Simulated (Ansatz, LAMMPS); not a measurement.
# Forces and charges in liquid (Cs,Rb)Br at 1100 K (90 atoms)

Wanted: forces, charges and levels of liquid (Cs,Rb)Br at 1100 K (90 atoms).

Calculated with Ansatz 0.2.0; Kohn-Sham DFT, PBE, PAW (set soft_2), plane waves.

## (1) The starting structure

The cell holds 90 atoms: 19 Cs, 26 Rb and 45 Br. Its edges and angles: a = 16.792 Å, b = 16.792 Å, c = 16.792 Å, α = 90.0°, β = 90.0°, γ = 90.0°. 90 atoms (19 Cs, 26 Rb, 45 Br) placed at random at 2.93 g/cm³, melted at 1800 K for 10 ps at fixed volume with the Lennard-Jones and Coulomb ion parameters for SPC/E (Joung and Cheatham, J. Phys. Chem. B 112, 9020 (2008)), full charges. Snapshot at the end of a hold of 20 ps at 1100 K and fixed volume.

What the set-up can't give: The network of bonds at the start is that of the classical potential that made the cell, and needn't be the one that DFT or experiment would give. The ion parameters were fitted for water, not for melts, so the starting structure of this cell may lie well off the real melt's. The Brillouin zone is sampled at Γ only, in a cell whose shortest periodic width is 17 Å. No spin–orbit coupling is included, so levels derived from the heavy atoms are approximate.

## (2) Making the structure

A classical potential makes the cell, at a small fraction of what the same run would cost in DFT.

This step: classical MD, Lennard-Jones and Coulomb ion parameters for SPC/E (Joung and Cheatham, J. Phys. Chem. B 112, 9020 (2008)), full charges (LAMMPS 22 Jul 2025 - Update 4).

in.lmp

```
# melt-quench of Cs19Rb26Br45
units metal
atom_style charge
boundary p p p
region box block 0 16.7919 0 16.7919 0 16.7919
create_box 3 box
mass 1 132.9055   # Cs
mass 2 85.4678   # Rb
mass 3 79.9040   # Br
create_atoms 1 random 19 572181 NULL overlap 2.2 maxtry 2000
create_atoms 2 random 26 572188 NULL overlap 2.2 maxtry 2000
create_atoms 3 random 45 572195 NULL overlap 2.2 maxtry 2000
pair_style lj/cut/coul/long 9.0
pair_modify mix arithmetic tail yes
pair_coeff 1 1 0.003897 3.6010   # Cs
pair_coeff 2 2 0.019302 3.0950   # Rb
pair_coeff 3 3 0.001169 4.9017   # Br
set type 1 charge 1
set type 2 charge 1
set type 3 charge -1
kspace_style pppm 1.0e-4
neigh_modify delay 0 every 1 check yes
thermo_style custom step time temp pe press density
thermo_modify norm yes
timestep 0.002
thermo 100
min_style cg
minimize 1e-4 1e-4 200 2000
reset_timestep 0
velocity all create 1800 572182 mom yes dist gaussian
fix lim all nve/limit 0.05
fix lan all langevin 1800 1800 0.2 572183 zero yes
thermo 500
run 1000 post no
# [... 10 lines left out ...]
compute msd all msd com yes
thermo 2500
fix md all nvt temp 1100 1100 0.2
run 10000 post no
print "== T1100: mean square displacement over the hold $(c_msd[4]:%.2f) A^2"
unfix md
uncompute msd
write_dump all custom T1100.dump id type xs ys zs modify sort id
```

Launch:

```console
> lmp -in in.lmp -log none -nocite
```

Numbers of over 12 decimals in the logs are rounded to 6 here.

The program printed:

```text
LAMMPS (22 Jul 2025 - Update 4)
Created orthogonal box = (0 0 0) to (16.7919 16.7919 16.7919)
Created 19 atoms
Created 26 atoms
Created 45 atoms
PPPM initialization ...
  G vector (1/distance) = 0.31315167
  grid = 12 12 12
  estimated relative force accuracy = 4.6141993e-05
   Step          Time           Temp          PotEng         Press         Density
         0   0              0              3.7000946      564426.68      2.9259995
        90   0.18           0             -3.2799868     -2329.7885      2.9259995
Loop time of 0.0299907 s on 1 MPI rank(s) for 90 steps with 90 atoms
Minimization stats:
  Stopping criterion = energy tolerance
[... 18 lines left out ...]
Loop time of 1.35924 s on 1 MPI rank(s) for 5000 steps with 90 atoms
   Step          Time           Temp          PotEng         Press         Density
[... 5 lines left out ...]
Loop time of 0.732503 s on 1 MPI rank(s) for 2500 steps with 90 atoms
   Step          Time           Temp          PotEng         Press         Density
[... 2 lines left out ...]
     12500   25             1221.4288     -3.1525887      1169.1857      2.9259995
     15000   30             1176.7593     -3.1660695      494.14168      2.9259995
     17500   35             1129.0575     -3.1406733      1912.6619      2.9259995
     18500   37             1093.2662     -3.1345469      3116.4692      2.9259995
Loop time of 2.50881 s on 1 MPI rank(s) for 10000 steps with 90 atoms
== T1100: mean square displacement over the hold 38.16 A^2
```

Wall time 5.1 s (1 thread of Intel Xeon 6975P-C (Granite Rapids), shared host); peak memory 0.073 GiB.

## (3) Plane-wave single point

The electrons are solved once, with the atoms held.

input.yaml

```yaml
crystal:
  lattice:
    - [16.7919, 0.0, 0.0]
    - [0.0, 16.7919, 0.0]
    - [0.0, 0.0, 16.7919]
  atoms:
    - { symbol: Cs, position: [0.34393, 0.26905, 0.25632] }
    - { symbol: Cs, position: [0.11344, 0.3975, 0.0578] }
    - { symbol: Cs, position: [0.57555, 0.00646, 0.23855] }
    - { symbol: Cs, position: [0.0806, 0.35436, 0.39949] }
    - { symbol: Cs, position: [0.34525, 0.63334, 0.10275] }
    - { symbol: Cs, position: [0.33434, 0.94205, 0.53831] }
    - { symbol: Cs, position: [0.3678, 0.8277, 0.80653] }
    - { symbol: Cs, position: [0.18427, 0.67572, 0.60857] }
    - { symbol: Cs, position: [0.83149, 0.9649, 0.17662] }
    - { symbol: Cs, position: [0.51382, 0.36623, 0.14138] }
    - { symbol: Cs, position: [0.46446, 0.64953, 0.69955] }
    - { symbol: Cs, position: [0.2606, 0.92272, 0.177] }
    - { symbol: Cs, position: [0.3741, 0.40175, 0.55189] }
    - { symbol: Cs, position: [0.1789, 0.14572, 0.53022] }
    - { symbol: Cs, position: [0.59211, 0.8075, 0.01726] }
    - { symbol: Cs, position: [0.70839, 0.89468, 0.47194] }
    - { symbol: Cs, position: [0.72814, 0.55947, 0.13312] }
    - { symbol: Cs, position: [0.80516, 0.06573, 0.81336] }
    - { symbol: Cs, position: [0.59065, 0.17897, 0.46804] }
    - { symbol: Rb, position: [0.2096, 0.8672, 0.94318] }
    - { symbol: Rb, position: [0.19567, 0.53356, 0.2523] }
    - { symbol: Rb, position: [0.73365, 0.49372, 0.54556] }
    - { symbol: Rb, position: [0.78212, 0.75982, 0.76153] }
    - { symbol: Rb, position: [0.98135, 0.65529, 0.8506] }
    - { symbol: Rb, position: [0.5674, 0.95774, 0.70376] }
    - { symbol: Rb, position: [0.42195, 0.45091, 0.9407] }
    - { symbol: Rb, position: [0.04478, 0.68659, 0.21361] }
    - { symbol: Rb, position: [0.95787, 0.87156, 0.00664] }
    - { symbol: Rb, position: [0.70938, 0.36689, 0.71958] }
    - { symbol: Rb, position: [0.88361, 0.3428, 0.26769] }
    - { symbol: Rb, position: [0.98268, 0.19142, 0.93945] }
    - { symbol: Rb, position: [0.09267, 0.96879, 0.77202] }
    - { symbol: Rb, position: [0.79862, 0.47349, 0.94111] }
    - { symbol: Rb, position: [0.40179, 0.68216, 0.40899] }
    - { symbol: Rb, position: [0.44659, 0.26611, 0.78325] }
    - { symbol: Rb, position: [0.06005, 0.15035, 0.21474] }
    - { symbol: Rb, position: [0.16, 0.35247, 0.75948] }
    - { symbol: Rb, position: [0.58612, 0.49258, 0.35047] }
    - { symbol: Rb, position: [0.21514, 0.55624, 0.91588] }
    - { symbol: Rb, position: [0.89764, 0.6562, 0.43854] }
    - { symbol: Rb, position: [0.95605, 0.84432, 0.62773] }
    - { symbol: Rb, position: [0.84595, 0.10192, 0.51746] }
    - { symbol: Rb, position: [0.04138, 0.95189, 0.36657] }
    - { symbol: Rb, position: [0.7216, 0.1929, 0.04025] }
    - { symbol: Rb, position: [0.35274, 0.09663, 0.97004] }
    - { symbol: Br, position: [0.81616, 0.67662, 0.93821] }
    - { symbol: Br, position: [0.73764, 0.26523, 0.54121] }
    - { symbol: Br, position: [0.55142, 0.30922, 0.32134] }
    - { symbol: Br, position: [0.29329, 0.5094, 0.74795] }
    - { symbol: Br, position: [0.41385, 0.6417, 0.90755] }
    - { symbol: Br, position: [0.75168, 0.79583, 0.17675] }
    - { symbol: Br, position: [0.36882, 0.87555, 0.04138] }
    - { symbol: Br, position: [0.51482, 0.5327, 0.54263] }
    - { symbol: Br, position: [0.72206, 0.7062, 0.59238] }
    - { symbol: Br, position: [0.9161, 0.22264, 0.11491] }
    - { symbol: Br, position: [0.00902, 0.44614, 0.88324] }
    - { symbol: Br, position: [0.33252, 0.00514, 0.78022] }
    - { symbol: Br, position: [0.11971, 0.7053, 0.99284] }
    - { symbol: Br, position: [0.77848, 0.02509, 0.00766] }
    - { symbol: Br, position: [0.00501, 0.16591, 0.42927] }
    - { symbol: Br, position: [0.70979, 0.37251, 0.11229] }
    - { symbol: Br, position: [0.15788, 0.33938, 0.23042] }
    - { symbol: Br, position: [0.78605, 0.52802, 0.3465] }
    - { symbol: Br, position: [0.61369, 0.45461, 0.8497] }
    - { symbol: Br, position: [0.75539, 0.97238, 0.6386] }
    - { symbol: Br, position: [0.22341, 0.07038, 0.34078] }
    - { symbol: Br, position: [0.17139, 0.77469, 0.76852] }
    - { symbol: Br, position: [0.00184, 0.16233, 0.75344] }
    - { symbol: Br, position: [0.94592, 0.85782, 0.80744] }
    - { symbol: Br, position: [0.91746, 0.84309, 0.43201] }
    - { symbol: Br, position: [0.37531, 0.76186, 0.56636] }
    - { symbol: Br, position: [0.54049, 0.10253, 0.84286] }
    - { symbol: Br, position: [0.14068, 0.5936, 0.42992] }
    - { symbol: Br, position: [0.59051, 0.79439, 0.82924] }
    - { symbol: Br, position: [0.36433, 0.4713, 0.30757] }
    - { symbol: Br, position: [0.18587, 0.33197, 0.5554] }
    - { symbol: Br, position: [0.28622, 0.27692, 0.89208] }
    - { symbol: Br, position: [0.51142, 0.95673, 0.42383] }
    - { symbol: Br, position: [0.46301, 0.23632, 0.58068] }
    - { symbol: Br, position: [0.73894, 0.05935, 0.36551] }
    - { symbol: Br, position: [0.97713, 0.65085, 0.61844] }
    - { symbol: Br, position: [0.53476, 0.56834, 0.17575] }
    - { symbol: Br, position: [0.11086, 0.95194, 0.55646] }
    - { symbol: Br, position: [0.40088, 0.09897, 0.16473] }
    - { symbol: Br, position: [0.12376, 0.02139, 0.99803] }
    - { symbol: Br, position: [0.98478, 0.46075, 0.16869] }
    - { symbol: Br, position: [0.76704, 0.24466, 0.86104] }
    - { symbol: Br, position: [0.02462, 0.91682, 0.18555] }
    - { symbol: Br, position: [0.23034, 0.74563, 0.24137] }
    - { symbol: Br, position: [0.30214, 0.44282, 0.07336] }
kpoints:
  mp_grid: { grid: [1, 1, 1] }
hamiltonian:
  xc: pbe
scf:
  occupations: { method: fixed }
output:
  forces: true
  stress: true
  populations: true
  dos:
    method: { smearing: { sigma: 0.15 } }
    de: 0.1
    projected: { site_lists: { Br: [Br], Cs: [Cs], Rb: [Rb] } }
  eigenvalues: true
  write_density: true
  write_potential: true
  volumetric_format: npy
```

Launch:

```console
> ansatz run input.yaml --threads 8 --pin off --max-ram 15872MiB --backend cpu --events-out ev --progress --plain --runs-dir out
```

The program printed:

```text
Engine: ansatz 0.2.0, x86_64-unknown-linux-gnu
Pseudopotentials: kind: paw
Pseudopotential: Cs, paw, valence charge 9, recommended cutoff 420 eV (normal), Cs.paw.azcp
Pseudopotential: Rb, paw, valence charge 9, recommended cutoff 420 eV (normal), Rb.paw.azcp
Pseudopotential: Br, paw, valence charge 7, recommended cutoff 420 eV (normal), Br.paw.azcp
[... 5 lines on functional and potentials left out ...]
Crystal: 90 atoms, lattice volume = 4734.777 Å³
Basis set: ecut = 420 eV, 92469 PW (Γ), exchange–correlation on 240×240×240 points (8 copies of the dense FFT grid, shifted against one another)
Bands: 450, of which v1, the nominal top of the filled ones, is band 360 counted from 1 (359 counted from 0)
Symmetry: 1 space group operations
Space group: P1 (ITA 1), of the structure as read, at distance tolerance 1.7e-4 Å
k-points: 1
[... 7 lines on functional and potentials left out ...]
Initial density: superposition of atomic densities (neutral atoms: chi_scale 0, normalization atom), corrected by the library's trained network
Initial wavefunctions: pseudopotential atomic-orbital guess
Functional: x = pbe(κ = 0.804, μ = 0.219515), c = pbe(β = 0.066725)
SCF iter   1: F=—  HF=-318079.344492 eV  |F-HF|=—  |Δ(HF+E_count)|=         —  Δρ=7.20e-4  dr2=9.45e-2  ethr=1.77e-3  ⟨swp⟩=6.0  Hψ=1712  notcnv=0  defer=85
preconditioner: auto → Resta (q_TF=auto, 1.993 Å⁻¹)  ε∞=2.4  [insulator: Δε(μ)=3.008 eV  Ē_g=11.400 eV  n_scr=618 (ndim 8)  ℏωp=13.5 eV  f_vac=0.214  ε∞_Penn≈2.4]
SCF iter   2: F=—  HF=-318079.327033 eV  |F-HF|=—  |Δ(HF+E_count)|=   1.75e-2  Δρ=3.29e-4  dr2=1.85e-2  ethr=1.31e-5  ⟨swp⟩=4.0  Hψ=1030  notcnv=0  defer=88
SCF iter   3: F=—  HF=-318079.327156 eV  |F-HF|=—  |Δ(HF+E_count)|=   1.22e-4  Δρ=1.23e-4  dr2=2.17e-3  ethr=2.57e-6  ⟨swp⟩=4.0  Hψ=635  notcnv=0  defer=88
SCF iter   4: F=—  HF=-318079.327445 eV  |F-HF|=—  |Δ(HF+E_count)|=   2.89e-4  Δρ=3.66e-5  dr2=1.41e-4  ethr=3.01e-7  ⟨swp⟩=2.0  Hψ=703  notcnv=0  defer=88
SCF iter   5: F=—  HF=-318079.327483 eV  |F-HF|=—  |Δ(HF+E_count)|=   3.84e-5  Δρ=1.10e-5  dr2=1.12e-5  ethr=1.96e-8  ⟨swp⟩=2.0  Hψ=640  notcnv=0  defer=88
SCF iter   6: F=—  HF=-318079.327694 eV  |F-HF|=—  |Δ(HF+E_count)|=   2.11e-4  Δρ=2.91e-6  dr2=7.88e-7  ethr=1.56e-9  ⟨swp⟩=2.0  Hψ=786  notcnv=0  defer=88
SCF iter   7: F=-318079.327695 eV  HF=-318079.327695 eV  |F-HF|=3.29e-8  |Δ(HF+E_count)|=   4.00e-7  Δρ=7.24e-7  dr2=5.31e-8  ethr=1.39e-11  ⟨swp⟩=28.0  Hψ=5529  notcnv=0
SCF 1 converged in 7 iterations: F = -318079.327695 eV  dr2 = 5.31e-8
  greatest PAW one-centre occupation: 0.973 electrons in one spin orbital (limit 2), on the Rb atom at site 19 (counted from 0), in its partial waves of l = 0
WARN: The input density's exchange-correlation potential varies sharply where the density is thin. Do not read a vacuum level from v_tot or v_xc, or from such a field of the output density. On a cell that repeats whose density bears no net charge and no dipole along the vacuum's axis use v_es (v_loc + v_h of the components); [...]
SCF converged after 7 iterations
Free energy (F): -318079.327695 eV
Harris-Foulkes:  -318079.327695 eV  (|F-HF|=3.29e-8)
Internal energy: -318079.327695 eV  (E = F + TS)
E sigma→0 (E₀):  -318079.327695 eV
Fermi energy:    0.943097 eV
--- Per-component energies (eV) ---
  E_band       = -5247.150256
  E_kinetic    = 13771.183946
  E_local      = -39337.956384  (includes V_loc(G=0)·N_el)
  E_nonlocal   = 8235.477915
  E_hartree    = 12321.239538
  E_xc         = -18658.442347
  E_vxc        = -10683.720877  (∫ρ·V_xc dr)
  E_paw        = -265432.115281  (= ΣΔE_a)
  E_vpaw       = -1874.613239  (= ΣTr[D̂ρ^β])
  E_aug_tail   = -0.000056  (compensation charges beyond the density's cutoff)
  E_ewald      = -28978.715026
  E_smearing   = -0.000000  (= −TS)
  E_closure    = 0.000000  (closes the sum)
  Σ components = -318079.327695   (vs F -318079.327695, Δ=0.00e0)
--- Forces (eV/Å), atoms counted from 1 ---
  atom   1  Cs    -0.06263963    -0.20686510     0.35302380
  atom   2  Cs     0.03293752    -0.50768612    -1.16367270
  atom   3  Cs    -0.12491795     0.03401307     0.03715272
  atom   4  Cs    -0.45752568     0.47985919     0.49824258
  atom   5  Cs     0.31574086     0.60494988     0.19456290
  atom   6  Cs    -0.31360284     0.81671501    -0.18979066
  atom   7  Cs     0.44954254    -0.81755468     0.16283618
  atom   8  Cs    -0.03141840    -0.43287254    -0.39233432
  atom   9  Cs     0.16146486     0.45830418     0.99534075
  atom  10  Cs    -0.21102459     0.10091929    -0.20451035
  atom  11  Cs     0.44207398    -0.42007571     0.42777580
  atom  12  Cs    -0.71286739     1.06213488     0.91883145
  atom  13  Cs    -0.48846290     0.26910314    -0.21734831
  atom  14  Cs     0.08143506    -0.63114704     0.09225417
[...]
atom  89  Br     0.03906288    -0.71415293     0.25281688
  atom  90  Br    -0.11559935    -0.01135363     0.39260525
  max |Σ_I F_I| component: 5.24e-5 eV/Å
--- Stress (GPa, compression-positive) ---
        0.706856      -0.014693      -0.251620
       -0.014693       0.863117       0.117960
       -0.251620       0.117960       1.229115
  P = ⅓ Tr σ = 0.9330 GPa (9.330 kbar)
--- Band table (eV) ---
  k-point 0: bands = ["-26.0084", "-25.8230", "-25.4742", "-25.4336", [... 434 levels ...], "6.8237", "6.8318", "6.8552", "6.8665", "6.8690", "6.9031", "6.9108", "6.9252", "6.9489", "6.9575", "6.9887", "6.9968"]
--- Löwdin populations: 90 sites ---
  site symbol       q [e]
     0     Cs      8.2127
     1     Cs      8.2133
     2     Cs      8.1784
[...]
89     Br      7.6801
  spilling = 0.004535 (of n_electrons = 720.000000)
```

It took 27 s on 8 threads of Intel Xeon 6975P-C (Granite Rapids), shared host; peak memory 5.9 GiB.

The program notes that the exchange-correlation potential is rough where the density is thin.

The run gave:

```
free energy                                      : -318079.3277 eV
free energy per atom                             : -3534.2148 eV/atom
SCF cycles                                       : 7
pressure                                         : 0.933 GPa
r.m.s. force component                           : 0.385 eV/Å
longest force                                    : 1.575 eV/Å
Fermi energy                                     : 0.9431 eV
gap (highest filled to lowest empty level) : 2.938 eV
spilling of the projection                       : 0.004535
```

Length of the force by element:

```
element  coordination  atoms  mean length of the force (eV/Å)  spread  least  most
     Br           all     45                            0.555   0.320  0.138  1.50
     Cs           all     19                            0.794   0.355  0.135  1.57
     Rb           all     26                            0.461   0.252  0.137  1.02
```

Löwdin charges by element (they lack the spilled electrons, 0.036 e an atom on average):

```
element  coordination  atoms  mean charge (e)  spread   least    most
     Br           all     45           -0.703   0.011  -0.732  -0.680
     Cs           all     19            0.792  0.0126   0.778   0.822
     Rb           all     26            0.764   0.019   0.733   0.804
```

States in the cell by windows of 1 eV, zero at the Fermi level; the larger projections on atomic orbitals stand beside the total:

```
from (eV)  to (eV)  total   Br p  Cs p  Rb p  Br s
      -18      -14    0.0    0.0   0.0   0.0   0.0
      -14      -13   31.9    0.0   0.3   0.6  29.4
      -13      -12   57.9    0.0   0.4   0.8  54.0
      -12      -11    5.6    0.0   0.0   5.4   0.2
      -11      -10   75.9    0.4   0.1  74.6   0.6
      -10       -9   74.6    0.6   0.1  73.0   0.8
       -9       -8    0.6    0.0   0.6   0.0   0.0
       -8       -7   77.4    1.7  74.7   0.2   0.5
       -7       -6   36.0    1.0  34.6   0.0   0.3
       -6       -3    0.0    0.0   0.0   0.0   0.0
       -3       -2    1.1    1.0   0.0   0.0   0.0
       -2       -1  146.6  137.8   1.3   0.8   0.2
       -1        0  121.6  117.0   1.4   0.3   0.1
        0        1    0.7    0.7   0.0   0.0   0.0
        1        2    0.0    0.0   0.0   0.0   0.0
        2        3    1.7    0.0   0.0   0.0   0.2
        3        4   12.0    0.8   0.1   0.0   0.8
        4        5   47.8    2.0   0.2   0.1   1.4
```

With fixed occupations the program's Fermi level is the highest filled level; weight inside the gap is the broadening of levels at its edges.

Between -26 and -18 eV lie 67 more states.

About 24 of the 720 electrons lie in deeper levels, below the stored range.

The levels nearest the highest filled one (over half full), pooled over k-points and spins:

```
level less the highest filled one (eV)  occupation
                                -0.336           2
                                -0.304           2
                                -0.287           2
                                -0.215           2
                                 -0.17           2
                                     0           2
                                  2.94           0
                                  3.46           0
                                  3.68           0
                                  3.73           0
                                  3.88           0
                                  3.92           0
```

(Part 1 of 2 ends here.)

[Logs are printed without paths, hosts, clocks, repeated set-up lines and the standing remarks that a program may print on its own settings, such as how far it seeks lower states.]

[Hosts, paths, dates, database ids (printed as entryN), source tags and the programs' standing remarks are cut or masked in the printed files.]
